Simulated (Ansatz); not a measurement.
# Tetragonal SnO monolayer in a perpendicular field

Wanted: the out-of-plane response of the tetragonal SnO monolayer. A positive field points along +c.

Calculated with Ansatz 0.2.0; plane-wave DFT, PBE-D3(BJ), Ansatz PAW.

The raw output is cut from this account; settings, times and results stay.

**1. The system as given**

The cell holds 4 atoms: 2 Sn and 2 O. Its edges and angles: a = 3.850 Å, b = 3.850 Å, c = 33.814 Å, α = 90.0°, β = 90.0°, γ = 90.0°. Vacuum lies along c.

**2. Relaxation**

The starting cell is a guess, so the in-plane lattice and the atoms are relaxed first, with the slab cut off from its images along the normal.

The input, input.yaml:

```yaml
crystal:
  lattice:
    - [3.85, 0.0, 0.0]
    - [0.0, 3.85, 0.0]
    - [0.0, 0.0, 33.8142135623]
  atoms:
    - { symbol: Sn, position: [0.5, 0.0, 0.4790884747] }
    - { symbol: O, position: [0.0, 0.0, 0.5] }
    - { symbol: O, position: [0.5, 0.5, 0.5] }
    - { symbol: Sn, position: [0.0, 0.5, 0.5209115253] }
  periodic: [true, true, false]
kpoints:
  mp_grid: { grid: [8, 8, 1] }
hamiltonian:
  xc: pbe
  dispersion: d3bj
scf:
  occupations: { method: fermi_dirac, width: 0.05 }
  convergence: { dr2_threshold: 1.0e-09 }
relax:
  f_tol: 0.004
  max_steps: 90
  cell: {}
output:
  write_potential: true
  write_density: true
  volumetric_format: npy
```

Command:

```bash
$ ansatz run input.yaml --threads 2 --pin off --max-ram 3072MiB --backend cpu --events-out ev --progress --plain --runs-dir out
```

Run time: 2.7 min. Hardware: 2 threads of Intel Xeon at 2.50GHz (Skylake/Cascade Lake), shared host; peak memory 0.72 GiB.

Step by step:

```
step  energy less that of the first step (eV)  largest force component (eV/Å)  volume (Å³)
   1                                   0.0000                          7.6028       501.21
   2                                  -2.6001                          4.4698       509.12
   3                                  -3.6973                          1.2114       506.37
   4                                  -3.7818                          0.4777       496.91
   5                                  -3.7942                          0.0190       497.64
   6                                  -3.7954                          0.0031       496.22
   7                                  -3.7967                          0.0005       493.93
  8*                                  -3.7939                          0.0013       493.93
```

Relaxation steps marked * repeat the geometry before them on a plane-wave basis chosen anew for their cell, so energy and pressure can jump there.

The run keeps the 16 symmetry operations that the program found, so distortions that break them were not tested.

```
cell as run  before  after  change
      a (Å)   3.850  3.822  -0.7 %
      b (Å)   3.850  3.822  -0.7 %
```

The atoms that moved most (Å, along periodic axes as changes of fractional coordinates times the final cell, across vacuum about the mean position):

```
atom     dx     dy      dz  length
 Sn1  0.000  0.000  -0.474   0.474
 Sn4  0.000  0.000   0.474   0.474
```

Final coordinates:

```cif
data_structure
_symmetry_space_group_name_H-M 'P 1'
_symmetry_Int_Tables_number 1
_cell_length_a 3.8219
_cell_length_b 3.8219
_cell_length_c 33.8142
_cell_angle_alpha 90.000
_cell_angle_beta 90.000
_cell_angle_gamma 90.000
_cell_volume 493.93
loop_
_atom_site_label
_atom_site_type_symbol
_atom_site_fract_x
_atom_site_fract_y
_atom_site_fract_z
_atom_site_occupancy
Sn1 Sn 0.50000 0.00000 0.46506 1
O2 O 0.00000 0.00000 0.50000 1
O3 O 0.50000 0.50000 0.50000 1
Sn4 Sn 0.00000 0.50000 0.53494 1
```

Numbers from this step:

- gap on the k-mesh: 3.053 eV

The lattice constant a goes from 3.850 to 3.822 Å.

**3. Single point, field 0, start network**

A sawtooth potential applies the field, turning back in the middle of the vacuum. With the dipole correction the typed value is the field outside the slab. The induced dipole is small, so the SCF threshold is tight.

The cell differs from the one that the last finished run ended in (c 33.814 → 20.363 Å).

The input, input.yaml:

```yaml
crystal:
  lattice:
    - [3.8219413491, 0.0, 0.0]
    - [0.0, 3.8219413491, 0.0]
    - [0.0, 0.0, 20.3630379424]
  atoms:
    - { symbol: Sn, position: [0.5, 0.0, 0.441977274] }
    - { symbol: O, position: [0.0, 0.0, 0.5] }
    - { symbol: O, position: [0.5, 0.5, 0.5] }
    - { symbol: Sn, position: [0.0, 0.5, 0.558022726] }
kpoints:
  mp_grid: { grid: [12, 12, 1] }
  band_path:
    path: [[0, 0, 0], [0.5, 0, 0], [0.5, 0.5, 0], [0, 0, 0]]
    npoints: 16
hamiltonian:
  xc: pbe
  dispersion: d3bj
scf:
  occupations: { method: fermi_dirac, width: 0.02585 }
  convergence: { dr2_threshold: 1.0e-10 }
efield:
  axis: 3
  dipole_correction: true
  ramp_position: 0.97
  ramp_width: 0.06
  amplitude: 0
output:
  dos: { projected: true, e_range: [-6, 5] }
  write_potential: true
  write_density: true
  volumetric_format: npy
  elf: true
```

Wall time 41 s (2 threads); peak memory 0.59 GiB; 65 s of CPU time.

This step gave:

- gap on the k-mesh: 3.055 eV
- dipole along the normal: 7.27e-8 e·Å
- gap along the path: 3.045 eV
- smallest direct gap along the path: 3.167 eV
- ionisation energy, upper face: 5.402 eV
- electron affinity, upper face: 2.357 eV
- gap, the smaller of path and mesh: 3.045 eV

Running mean over a fixed 2.7 Å (it still follows the layers) of the planar mean; the ramp of the sawtooth is left out. Electron's electrostatic potential energy less the Fermi level against z:

```
z (Å)  electron's electrostatic potential energy less the Fermi level (eV)
  3.0                                                                 3.86
  3.5                                                                 3.86
  4.0                                                                 3.86
  4.5                                                                 3.86
  5.0                                                                 3.85
  5.5                                                                 3.83
  6.0                                                                 3.77
  6.5                                                                 3.54
  7.0                                                                 2.77
  7.5                                                                 1.66
  8.0                                                                0.683
  8.5                                                               -0.864
  9.0                                                                -2.95
  9.5                                                                -4.35
 10.0                                                                -4.34
 10.5                                                                -4.40
 11.0                                                                -4.12
 11.5                                                                -2.39
 12.0                                                               -0.344
 12.5                                                                0.976
 13.0                                                                 1.94
 13.5                                                                 3.05
 14.0                                                                 3.63
 14.5                                                                 3.79
 15.0                                                                 3.84
 15.5                                                                 3.85
 16.0                                                                 3.86
 16.5                                                                 3.86
 17.0                                                                 3.86
 17.5                                                                 3.86
```

The density of states has structure finer than the step of the table below, so its rows give means over 0.25 eV. Peaks (eV: height): -5.390: 4.12, -3.380: 3.80, -1.560: 17.9, 1.720: 9.76.

Table of density of states by energy, zero at the Fermi level of the run, which the smearing sets inside the gap; means over each step:

```
energy (eV)  density of states (states/eV a cell)
      -5.75                                  2.41
      -5.50                                  3.33
      -5.25                                  3.02
      -5.00                                  1.72
      -4.75                                  1.63
      -4.50                                  2.01
      -4.25                                  1.87
      -4.00                                  1.87
      -3.75                                  1.89
      -3.50                                  2.28
      -3.25                                  2.64
      -3.00                                  3.21
      -2.75                                  3.07
      -2.50                                  1.87
      -2.25                                  2.30
      -2.00                                  2.11
      -1.75                                  2.43
      -1.50                                  3.15
      -1.25                                     0
      -1.00                                     0
      -0.75                                     0
      -0.50                                     0
      -0.25                                     0
       0.00                                     0
       0.25                                     0
       0.50                                     0
       0.75                                     0
       1.00                                     0
       1.25                                     0
       1.50                                  1.37
       1.75                                  5.53
       2.00                                  3.07
       2.25                                  2.89
       2.50                                  2.29
       2.75                                  1.25
       3.00                                  1.43
```

Projected DOS per atom over height of the atomic layer and energy from the Fermi level. Layers: Sn O2 Sn from below.

Ten even steps from '0' (0.00 states/eV) to '9' (1.60 states/eV), each cell a mean:
```
202
303
616
929
202
000
000
000
000
000
000
434
424
424
262
161
050
050
050
141
272
252
```
Columns: height of the atomic layer (Å) from 9 to 11.4; rows upwards: energy from the Fermi level (eV) from -5.96 to 3.31.

Electronic bands along the path, in eV, zero at the Fermi level of the run, which the smearing sets inside the gap:

```
  point  band 17  band 18  band 19  band 20  band 21  band 22  band 23  band 24
      Γ    -3.60    -3.20    -3.20    -1.59     1.58     1.66     3.71     3.75
halfway    -4.10    -3.71    -3.03    -1.55     2.47     2.53     2.76     3.76
      X    -4.82    -4.82    -2.07    -2.07     1.68     1.68     4.27     4.27
halfway    -3.41    -3.41    -2.11    -2.11     1.73     1.73     4.07     4.07
      M    -2.55    -2.55    -2.22    -2.22     1.58     1.58     3.69     3.69
halfway    -4.62    -3.10    -2.82    -1.59     1.97     3.16     3.36     3.53
      Γ    -3.60    -3.20    -3.20    -1.59     1.58     1.66     3.71     3.75
```

Electrostatic potential energy in the ca plane at fractional y = 0.000, with atoms of Sn and O within 0.2 Å of it. With pseudopotentials it is smooth inside the atoms' cores, unlike the true potential.

Ten even steps from '0' (-20 eV) to '9' (3 eV), each cell a mean:
```
99999999999999999998883001899999999999999999
99999999999999999987666437999999999999999999
99999999999999999862002689999999999999999999
99999999999999999732772278999999999999999999
99999999999999999717995168999999999999999999
99999999999999999725994168999999999999999999
99999999999999999850221479999999999999999999
99999999999999999975335779999999999999999999
99999999999999999998885004899999999999999999
99999999999999999999982000799999999999999999
```
Columns run along c (16.0 Å, from fractional 0.08 to 0.86 of the cell; values clipped at the 3rd and 97th percentile), rows up along a (3.8 Å). Atoms in or near the plane, at fractional coordinates: Sn at (0.44, 0.50), O at (0.50, 0.00).

ELF in the ca plane at fractional y = 0.000, with atoms of Sn and O within 0.2 Å of it. It is the smooth field of the valence electrons, not physical close to the nuclei.

Ten even steps from '0' (0.00) to '9' (0.95), each cell a mean:
```
00000000000000000111148768620000000000000000
00000000000000246664225887410000000000000000
00000000000013689864322343100000000000000000
00000000000137999853112110000000000000000000
00000000000158999741001210000000000000000000
00000000000148999741001210000000000000000000
00000000000025899854222121000000000000000000
00000000000002478864323675300000000000000000
00000000000000012332137888510000000000000000
00000000000000000000158648620000000000000000
```
Columns run along c (16.0 Å, from fractional 0.08 to 0.86 of the cell), rows up along a (3.8 Å). Atoms in or near the plane, at fractional coordinates: Sn at (0.44, 0.50), O at (0.50, 0.00).

Valence density in the ca plane at fractional y = 0.000, with atoms of Sn and O within 0.2 Å of it. It is the smooth field of the valence electrons, not physical close to the nuclei.

Ten steps, logarithmic in the rise over the least value, from '0' (0 e/Å³) to '9' (13 e/Å³), each cell a mean:
```
00000000000000000000125786310000000000000000
00000000000000000011223553210000000000000000
00000000000000000123443321100000000000000000
00000000000000000236875310000000000000000000
00000000000000001247997410000000000000000000
00000000000000001247997310000000000000000000
00000000000000000124664211000000000000000000
00000000000000000112333332100000000000000000
00000000000000000001124675210000000000000000
00000000000000000000136886310000000000000000
```
Columns run along c (16.0 Å, from fractional 0.08 to 0.86 of the cell), rows up along a (3.8 Å). Atoms in or near the plane, at fractional coordinates: Sn at (0.44, 0.50), O at (0.50, 0.00).

The gap is 3.05 eV, with the valence edge 5.40 eV and the conduction edge 2.36 eV under the upper vacuum level.

**4. Single point, field 0.1 V/Å**

Edit input.yaml of step 3 so:

```diff
@@ -24,7 +24,6 @@
   dipole_correction: true
-  ramp_position: 0.97
-  ramp_width: 0.06
-  amplitude: 0
+  ramp_position: 0.9553
+  ramp_width: 0.0894
+  amplitude: 0.1
 output:
-  dos: { projected: true, e_range: [-6, 5] }
   write_potential: true
@@ -32,2 +31 @@
   volumetric_format: npy
-  elf: true
```

The job ended after 40 s (2 threads; peak memory 0.57 GiB).

The dipole is 0.0394 e·Å, and the gap 3.044 eV.

**5. Single point, field -0.1 V/Å**

Edit input.yaml of step 4 so:

```diff
@@ -26,3 +26,3 @@
   ramp_width: 0.0894
-  amplitude: 0.1
+  amplitude: -0.1
 output:
```

Elapsed: 41 s, on 2 threads; peak memory 0.58 GiB.

The dipole is -0.0394 e·Å, and the gap 3.044 eV.

**6. Response, atoms held**

This step: plane-wave DFT, PBE-D3(BJ), Ansatz PAW; response to a field along the normal, atoms held (Ansatz 0.2.0).

The dipoles give the slope, and the difference of two potentials shows where the field is screened.

Numbers from this step:

```yaml
equivalent_conductor_thickness_p_eps_0ae: 4.877 Å
distance_between_the_outer_atoms: 2.363 Å
```

The dipole of the cell by applied field:

```
applied field (V/Å)  dipole of the cell (e·Å)
            -0.1000                   -0.0394
             0.0000                    7.3e-8
             0.1000                    0.0394
```

Local field over the applied field, running mean. From the potentials at -0.1 and 0.1 V/Å; running mean over 2.5 Å. The local field over applied field by z:

```
z (Å)  local field over applied field
 4.10                           0.998
 4.38                           0.996
 4.81                           0.991
 5.09                           0.984
 5.37                           0.973
 5.80                           0.942
 6.08                           0.908
 6.36                           0.858
 6.79                           0.753
 7.07                           0.669
 7.35                           0.582
 7.78                           0.456
 8.06                           0.375
 8.34                           0.299
 8.77                           0.206
 9.05                           0.168
 9.33                           0.144
 9.76                           0.125
10.04                           0.119
10.32                           0.119
10.61                           0.125
11.03                           0.144
11.31                           0.168
11.60                           0.206
12.02                           0.299
12.30                           0.375
12.59                           0.456
13.01                           0.582
13.29                           0.669
13.58                           0.753
14.00                           0.858
14.28                           0.908
14.57                           0.942
14.99                           0.973
15.27                           0.984
15.56                           0.991
15.98                           0.996
16.26                           0.998
```

Electrons, planar mean, per unit field. Table of induced electron density by z:

z (Å), induced electron density (e/Å³ per V/Å) and a bar from the least value:
```
     4.10    0.00001 ###############
     4.38    0.00002 ###############
     4.81    0.00004 ###############
     5.09    0.00008 ###############
     5.37    0.00013 ################
     5.80    0.00029 ################
     6.08    0.00048 #################
     6.36    0.00078 ###################
     6.79    0.00148 #######################
     7.07    0.00213 ##########################
     7.35    0.00276 #############################
     7.78    0.00293 ##############################
     8.06    0.00199 #########################
     8.34    0.00049 #################
     8.77    0.00024 ################
     9.05    0.00071 ###################
     9.33    0.00073 ###################
     9.76    0.00001 ###############
    10.04   -0.00079 ###########
    10.32    0.00079 ###################
    10.61   -0.00001 ###############
    11.03   -0.00073 ###########
    11.31   -0.00071 ###########
    11.60   -0.00024 ##############
    12.02   -0.00049 #############
    12.30   -0.00199 #####
    12.59   -0.00293 
    13.01   -0.00276 #
    13.29   -0.00213 ####
    13.58   -0.00148 #######
    14.00   -0.00078 ###########
    14.28   -0.00048 #############
    14.57   -0.00029 ##############
    14.99   -0.00013 ##############
    15.27   -0.00008 ###############
    15.56   -0.00004 ###############
    15.98   -0.00002 ###############
    16.26   -0.00001 ###############
```

The smaller of the gaps on the path and on the k-mesh, counted as 0 under 0.03 eV; in a wide-gap layer a fall can come from a state in the tilted vacuum. The gap stays at 3.04 eV for applied field from -0.1 to 0.1 V/Å.

By hand: between -0.1 and 0.1 V/Å the dipole changes by 0.07874 e·Å, a slope of 0.3937 e·Å²/V. A perfect conductor of thickness t has p = ε₀AEt, so t = 180.95 × 0.3937 / 14.607 = 4.88 Å (e/ε₀ = 180.95 V·Å, A in Å²).

The induced dipole is that of a conductor 4.88 Å thick.

**7. Outcome**

```json
{
 "gap without field": "3.05 eV",
 "ionisation energy, upper face": "5.40 eV",
 "electron affinity, upper face": "2.36 eV",
 "equivalent conductor thickness, atoms held": "4.88 Å"
}
```

In words: The induced dipole equals that of a perfect conductor 4.88 Å thick, while the outer atoms lie 2.36 Å apart; an out-of-plane ε follows only once a thickness t is chosen, by 1 − 1/ε = 4.88 Å / t. The gap stays within 0.01 eV of 3.05 eV over the fields run, up to 0.1 V/Å in size. Semilocal functionals give gaps that are too small, and excitons are not included. Spin-orbit coupling is left out, which matters for the bands of elements this heavy.

[Long decimals in the printed logs are rounded to 6 places.]

[Logs are printed without paths, hosts, clocks, repeated set-up lines and the standing remarks that a program may print on its own settings, such as how far it seeks lower states.]

[Hosts, paths, dates, database ids (printed as entryN), source tags and the programs' standing remarks are cut or masked in the printed files.]

[Maps of the electrostatic potential energy from Ansatz leave out the sawtooth potential of an applied field or a dipole correction, so their vacuum need not be flat; planar profiles and work functions include it.]

[The density of states shown here was stored with 400 of the rows of the run's finer table, so its peaks can read low, often by over a quarter, or be missed, and its means over a window can be off by a tenth or more.]
